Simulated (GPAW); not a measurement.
# KI: optical spectrum from first principles

Wanted: where KI starts to absorb, how strongly, and its refractive index.

Main program and level: GPAW 26.7.0; DFT, PBE, plane-wave PAW (GPAW data sets), scalar-relativistic, RPA, optical limit.

Most raw output is cut from this account.

## 1. Starting point

Symmetry: Fm-3m, No. 225, cubic system. Conventional cell: a = 7.066 Å, b = 7.066 Å, c = 7.066 Å, α = 90.00°, β = 90.00°, γ = 90.00°. Nearest to I lie 6 K at 3.53 Å. Nearest to K lie 6 I at 3.53 Å. Farther neighbours and most contacts between anions are not listed.

## 2. Ground state

First the ground state: is it a metal or has it a gap?

This step: DFT, PBE, plane-wave PAW (GPAW data sets), scalar-relativistic, ground state (GPAW 26.7.0).

Contents of gs.py:

```python
from ase import Atoms
from ase.dft.bandgap import bandgap
from gpaw import GPAW, PW, FermiDirac

atoms = Atoms(['I', 'K'],
              cell=[[0.000000000000, 3.532775000000, 3.532775000000],
                    [3.532775000000, 0.000000000000, 3.532775000000],
                    [3.532775000000, 3.532775000000, 0.000000000000]],
              scaled_positions=[[0.500000000000, 0.500000000000, 0.500000000000],
                                [0.000000000000, 0.000000000000, 0.000000000000]],
              pbc=[True, True, True])
atoms.calc = GPAW(mode=PW(500), xc='PBE', kpts={'size': (6, 6, 6), 'gamma': True},
                  occupations=FermiDirac(0.05), maxiter=150, txt='gs.txt')
print('energy (eV)', atoms.get_potential_energy())
print('Fermi level (eV)', atoms.calc.get_fermi_level())
print('valence electrons', atoms.calc.get_number_of_electrons())
print('gap (eV)', bandgap(atoms.calc, output=None)[0])
print('direct gap (eV)', bandgap(atoms.calc, direct=True, output=None)[0])
atoms.calc.write('gs.gpw')
```

On the command line:

```console
OMP_NUM_THREADS=1 python gs.py
```

The job ended after 6.6 s (1 thread of Arm Neoverse V2, shared host; peak memory 0.15 GiB).

This step gave:

- energy: -5.722 eV
- Fermi energy: 2.227 eV
- gap on the k-mesh: 3.977 eV
- direct gap on the mesh: 3.977 eV
- electrons: 16

There is a gap, 3.98 eV on this mesh (points off the mesh can give less), so no carriers' term is needed.

## 3. Bands for the response

At the fixed density, many empty bands are solved on the mesh of the response, since the spectrum sums over them.

This step: DFT, PBE, plane-wave PAW (GPAW data sets), scalar-relativistic, bands at fixed density (GPAW 26.7.0).

Contents of nscf.py:

```python
from ase.dft.bandgap import bandgap
from gpaw import GPAW, FermiDirac

calc = GPAW('gs.gpw').fixed_density(kpts={'size': (9, 9, 9), 'gamma': True}, nbands=56, convergence={'bands': 50},
                                    occupations=FermiDirac(0.001), txt='nscf.txt')
print('gap (eV)', bandgap(calc, output=None)[0])
print('direct gap (eV)', bandgap(calc, direct=True, output=None)[0])
print('top band over the Fermi level (eV)', min(calc.get_eigenvalues(kpt=k)[49] for k in range(len(calc.get_ibz_k_points()))) - calc.get_fermi_level())
calc.write('full.gpw', mode='all')
```

On the command line:

```console
OMP_NUM_THREADS=1 python nscf.py
```

The job ended after 98 s (1 thread; peak memory 0.24 GiB).

## 4. Dielectric function, RPA

Transitions between filled and empty bands, summed over the zone, give the optical response, so mesh, band count and broadening shape it.

The induced potential is part of this response.

This step: DFT, PBE, plane-wave PAW (GPAW data sets), scalar-relativistic, RPA, optical limit (GPAW 26.7.0).

Contents of df.py:

```python
from gpaw.response.df import DielectricFunction

df = DielectricFunction('full.gpw', frequencies={'type': 'nonlinear', 'domega0': 0.03, 'omega2': 8},
                        ecut=60,
                        eta=0.1,
                        nbands=50,
                        txt='df.txt')
for direction in ['x']:
    df.get_dielectric_function(xc='RPA', direction=direction, filename=f'df_{direction}.csv')
```

On the command line:

```console
OMP_NUM_THREADS=1 python df.py
```

Wall time 14 s (1 thread); peak memory 0.4 GiB.

Numbers from this step:

| Item | Value |
| --- | --- |
| electronic dielectric constant ε∞, mean over x, y and z (by symmetry where fewer were run) | 2.604 |
| main peak of Im epsilon, first axis | 6.338 eV |
| centre of weight of the strongest loss peak in the window | 11.21 eV |

Some rows of df_x.csv (energy; Re and Im without local fields; Re and Im with them):

```text
0.000000, 3.208350, 0.000000, 2.604004, 0.000000
0.555532, 3.221709, 0.004853, 2.612819, 0.003202
1.143969, 3.266520, 0.010541, 2.642380, 0.006953
1.768324, 3.354588, 0.018065, 2.700471, 0.011917
2.431988, 3.509793, 0.029682, 2.802951, 0.019628
3.138794, 3.789263, 0.052631, 2.988715, 0.035261
3.893091, 4.415380, 0.190596, 3.421519, 0.145785
4.699832, 5.259689, 0.718264, 3.857365, 0.531155
5.564682, 6.809211, 4.300956, 4.768231, 2.328807
6.494155, 1.668461, 4.433460, 1.495236, 3.246702
7.495775, 1.862979, 4.560706, 1.767925, 2.106603
8.578281, -0.830392, 3.130094, 1.221668, 2.475258
9.751884, -0.882583, 0.977818, -0.346832, 2.579461
11.028587, 0.095555, 1.018284, 0.151440, 1.035519
12.422601, 1.009571, 1.287559, 0.925954, 0.412725
13.950874, 0.166274, 0.608761, 0.873732, 0.959272
15.633783, 0.701666, 0.386756, 0.743125, 0.533981
17.496047, 1.161693, 0.477620, 0.793549, 0.502441
19.567954, 1.095569, 0.953016, 0.735331, 0.509438
```

The Im ε, E ∥ x has structure finer than the step of the table below, so its rows give means over 0.5 eV, whole bins alone (the curve runs from 0 to 21.9 eV). Peaks (eV: height): 5.03: 1.33, 6.33: 3.91, 8.03: 2.94, 9.55: 2.99, 14.49: 1.23.

Values under the direct gap are tails of Lorentzian lines. Table of Im ε, E ∥ x by photon energy; means over each step:

photon energy (eV), Im ε, E ∥ x and a bar:
```
      0.5       0.00 
      1.0       0.01 
      1.5       0.01 
      2.0       0.01 
      2.5       0.02 
      3.0       0.03 
      3.5       0.06 
      4.0       0.20 ##
      4.5       0.58 #####
      5.0       0.98 #########
      5.5       1.79 ################
      6.0       3.20 #############################
      6.5       3.32 ##############################
      7.0       2.08 ###################
      7.5       2.16 ####################
      8.0       2.65 ########################
      8.5       2.31 #####################
      9.0       2.58 #######################
      9.5       2.82 #########################
     10.0       1.70 ###############
     10.5       0.81 #######
     11.0       1.01 #########
     11.5       0.56 #####
     12.0       0.31 ###
     12.5       0.44 ####
     13.0       0.60 #####
     13.5       0.96 #########
     14.0       0.96 #########
     14.5       0.97 #########
     15.0       0.57 #####
     15.5       0.55 #####
     16.0       0.56 #####
     16.5       0.56 #####
     17.0       0.60 #####
     17.5       0.52 #####
     18.0       0.50 #####
     18.5       0.48 ####
     19.0       0.58 #####
     19.5       0.55 #####
     20.0       0.50 ####
     20.5       0.55 #####
     21.0       0.46 ####
     21.5       0.31 ###
```

Table of Re ε, E ∥ x by photon energy:

| photon energy (eV) | Re ε, E ∥ x |
| --- | --- |
| 0.0 | 2.60 |
| 0.5 | 2.61 |
| 1.0 | 2.63 |
| 1.5 | 2.67 |
| 2.0 | 2.73 |
| 2.5 | 2.82 |
| 3.0 | 2.94 |
| 3.5 | 3.14 |
| 4.0 | 3.47 |
| 4.5 | 3.47 |
| 5.0 | 4.03 |
| 5.5 | 4.89 |
| 6.0 | 3.73 |
| 6.5 | 1.50 |
| 7.0 | 1.48 |
| 7.5 | 1.78 |
| 8.0 | 1.49 |
| 8.5 | 1.41 |
| 9.0 | 1.26 |
| 9.5 | 0.405 |
| 10.0 | -0.688 |
| 10.5 | 0.112 |
| 11.0 | 0.179 |
| 11.5 | 0.221 |
| 12.0 | 0.633 |
| 12.5 | 0.962 |
| 13.0 | 1.17 |
| 13.5 | 1.17 |
| 14.0 | 0.871 |
| 14.5 | 0.528 |
| 15.0 | 0.560 |
| 15.5 | 0.718 |
| 16.0 | 0.803 |
| 16.5 | 0.802 |
| 17.0 | 0.789 |
| 17.5 | 0.794 |
| 18.0 | 0.750 |
| 18.5 | 0.863 |
| 19.0 | 0.936 |
| 19.5 | 0.712 |
| 20.0 | 0.809 |
| 20.5 | 0.756 |
| 21.0 | 0.637 |
| 21.5 | 0.679 |

The Im ε, E ∥ x has structure finer than the step of the table below, so its rows give means over 0.5 eV, whole bins alone (the curve runs from 0 to 21.9 eV). Peaks (eV: height): without local fields 6.18: 6.18, 7.73: 6.03, 13.00: 1.56, 20.57: 1.56; with local fields 5.03: 1.33, 6.33: 3.91, 8.03: 2.94, 9.55: 2.99, 14.49: 1.23.

Values under the direct gap are tails of Lorentzian lines. The Im ε, E ∥ x by photon energy; means over each step:

| photon energy (eV) | without local fields | with local fields |
| --- | --- | --- |
| 0.5 | 0.00437 | 0.00288 |
| 1.0 | 0.00910 | 0.00600 |
| 1.5 | 0.0146 | 0.00965 |
| 2.0 | 0.0216 | 0.0143 |
| 2.5 | 0.0315 | 0.0208 |
| 3.0 | 0.0471 | 0.0314 |
| 3.5 | 0.0808 | 0.0559 |
| 4.0 | 0.259 | 0.200 |
| 4.5 | 0.738 | 0.582 |
| 5.0 | 1.36 | 0.979 |
| 5.5 | 3.21 | 1.79 |
| 6.0 | 5.58 | 3.20 |
| 6.5 | 4.77 | 3.32 |
| 7.0 | 3.71 | 2.08 |
| 7.5 | 5.00 | 2.16 |
| 8.0 | 4.44 | 2.65 |
| 8.5 | 3.45 | 2.31 |
| 9.0 | 2.85 | 2.58 |
| 9.5 | 1.47 | 2.82 |
| 10.0 | 0.717 | 1.70 |
| 10.5 | 0.809 | 0.809 |
| 11.0 | 1.06 | 1.01 |
| 11.5 | 0.611 | 0.559 |
| 12.0 | 0.633 | 0.310 |
| 12.5 | 1.31 | 0.443 |
| 13.0 | 1.44 | 0.605 |
| 13.5 | 0.935 | 0.963 |
| 14.0 | 0.586 | 0.961 |
| 14.5 | 0.363 | 0.970 |
| 15.0 | 0.322 | 0.573 |
| 15.5 | 0.386 | 0.554 |
| 16.0 | 0.347 | 0.563 |
| 16.5 | 0.302 | 0.556 |
| 17.0 | 0.324 | 0.595 |
| 17.5 | 0.477 | 0.520 |
| 18.0 | 0.563 | 0.505 |
| 18.5 | 0.644 | 0.479 |
| 19.0 | 0.766 | 0.582 |
| 19.5 | 0.879 | 0.549 |
| 20.0 | 1.05 | 0.497 |
| 20.5 | 1.45 | 0.553 |
| 21.0 | 0.990 | 0.455 |
| 21.5 | 0.743 | 0.308 |

The loss function −Im 1/ε at q → 0, E ∥ x has structure finer than the step of the table below, so its rows give means over 0.5 eV, whole bins alone (the curve runs from 0 to 21.9 eV). Peaks (eV: height): 10.45: 1.41, 11.48: 1.60, 14.68: 1.08, 19.33: 0.758, 20.95: 0.748.

Values under the direct gap are tails of Lorentzian lines. Loss function −Im 1/ε at q → 0, E ∥ x against energy loss; means over each step:

energy loss (eV), loss function −Im 1/ε at q → 0, E ∥ x and a bar:
```
      0.5       0.00 
      1.0       0.00 
      1.5       0.00 
      2.0       0.00 
      2.5       0.00 
      3.0       0.00 
      3.5       0.01 
      4.0       0.02 
      4.5       0.04 #
      5.0       0.06 #
      5.5       0.07 ##
      6.0       0.13 ###
      6.5       0.24 #####
      7.0       0.30 ######
      7.5       0.25 #####
      8.0       0.28 ######
      8.5       0.32 #######
      9.0       0.32 ######
      9.5       0.35 #######
     10.0       0.55 ###########
     10.5       1.13 #######################
     11.0       0.94 ###################
     11.5       1.48 ##############################
     12.0       0.70 ##############
     12.5       0.40 ########
     13.0       0.36 #######
     13.5       0.46 #########
     14.0       0.58 ############
     14.5       0.79 ################
     15.0       0.85 #################
     15.5       0.66 #############
     16.0       0.60 ############
     16.5       0.59 ############
     17.0       0.61 ############
     17.5       0.59 ############
     18.0       0.59 ############
     18.5       0.50 ##########
     19.0       0.51 ##########
     19.5       0.66 #############
     20.0       0.57 ###########
     20.5       0.65 #############
     21.0       0.73 ###############
     21.5       0.56 ###########
```

Refractive index n and extinction k against photon energy:

| photon energy (eV) | n | k |
| --- | --- | --- |
| 0.0 | 1.61 | 0 |
| 0.5 | 1.62 | 8.9e-4 |
| 1.0 | 1.62 | 0.00184 |
| 1.5 | 1.63 | 0.00294 |
| 2.0 | 1.65 | 0.00430 |
| 2.5 | 1.68 | 0.00616 |
| 3.0 | 1.72 | 0.00904 |
| 3.5 | 1.77 | 0.0150 |
| 4.0 | 1.86 | 0.0545 |
| 4.5 | 1.87 | 0.157 |
| 5.0 | 2.03 | 0.302 |
| 5.5 | 2.25 | 0.400 |
| 6.0 | 2.10 | 0.811 |
| 6.5 | 1.59 | 1.01 |
| 7.0 | 1.39 | 0.673 |
| 7.5 | 1.50 | 0.697 |
| 8.0 | 1.54 | 0.949 |
| 8.5 | 1.45 | 0.840 |
| 9.0 | 1.42 | 0.876 |
| 9.5 | 1.31 | 1.14 |
| 10.0 | 0.713 | 1.09 |
| 10.5 | 0.642 | 0.547 |
| 11.0 | 0.793 | 0.671 |
| 11.5 | 0.634 | 0.425 |
| 12.0 | 0.815 | 0.177 |
| 12.5 | 1.00 | 0.219 |
| 13.0 | 1.11 | 0.255 |
| 13.5 | 1.18 | 0.461 |
| 14.0 | 1.04 | 0.458 |
| 14.5 | 0.960 | 0.628 |
| 15.0 | 0.820 | 0.335 |
| 15.5 | 0.901 | 0.305 |
| 16.0 | 0.943 | 0.293 |
| 16.5 | 0.946 | 0.304 |
| 17.0 | 0.949 | 0.333 |
| 17.5 | 0.931 | 0.270 |
| 18.0 | 0.910 | 0.280 |
| 18.5 | 0.964 | 0.255 |
| 19.0 | 1.01 | 0.280 |
| 19.5 | 0.892 | 0.288 |
| 20.0 | 0.939 | 0.269 |
| 20.5 | 0.924 | 0.313 |
| 21.0 | 0.844 | 0.273 |
| 21.5 | 0.844 | 0.184 |

Optical constants at common wavelengths, from n + ik = √ε:

| wavelength (nm) | n | k | R (%) | 1/α |
| --- | --- | --- | --- | --- |
| 1064 | 1.63 | 0.002 | 5.7 | 39 µm |
| 800 | 1.64 | 0.003 | 5.8 | 21 µm |
| 532 | 1.67 | 0.005 | 6.3 | 7.8 µm |
| 450 | 1.70 | 0.007 | 6.7 | 4.8 µm |
| 405 | 1.72 | 0.010 | 7.0 | 3.4 µm |
| 365 | 1.76 | 0.013 | 7.6 | 2.2 µm |
| 308 | 1.87 | 0.055 | 9.2 | 448 nm |

Below the direct gap, k and the depth come from the tails of the Lorentzian lines, not from transitions.

Rows near the edge hang on the gap, which this functional as a rule makes too small, and phonon-assisted absorption is left out.

## 5. Results

```yaml
electronic_dielectric_constant_eps_infinity_mean_over_x_y_and_z_by_symmetry_where_fewer_were_run_rpa: 2.60
main_peak_of_im_epsilon_first_axis: 6.34 eV
centre_of_weight_of_the_strongest_loss_peak_in_the_window_first_axis: 11.2 eV
```

**Reading.** At this level (PBE, RPA) KI has ε∞ = 2.60 and n = 1.62 at 1550 nm, and Im ε peaks at 6.3 eV. On the mesh the gap is 3.98 eV and the least direct gap 3.98 eV. Local fields change the static value along x from 3.21 to 2.60 (-19 %). Distinct maxima of Im ε, read by a parabola through the highest points, lie at 6.34 eV (3.9), 8.00 eV (3.0), 9.26 eV (2.9) and 9.52 eV (3.0). Excitons and phonon-assisted transitions are missing; PBE gaps are as a rule too small, which pulls the onset down and ε∞ up. Spin-orbit coupling is left out although heavy atoms are present. The sum runs over mesh points, so small or evenly spaced maxima can still be ripples of the mesh.

[Machine, clock and banner lines and Python warnings are left out of the logs.]

[Logs are printed without paths, hosts, clocks, repeated set-up lines and the standing remarks that a program may print on its own settings, such as how far it seeks lower states.]

[Hosts, paths, dates, database ids (printed as entryN), source tags and the programs' standing remarks are cut or masked in the printed files.]
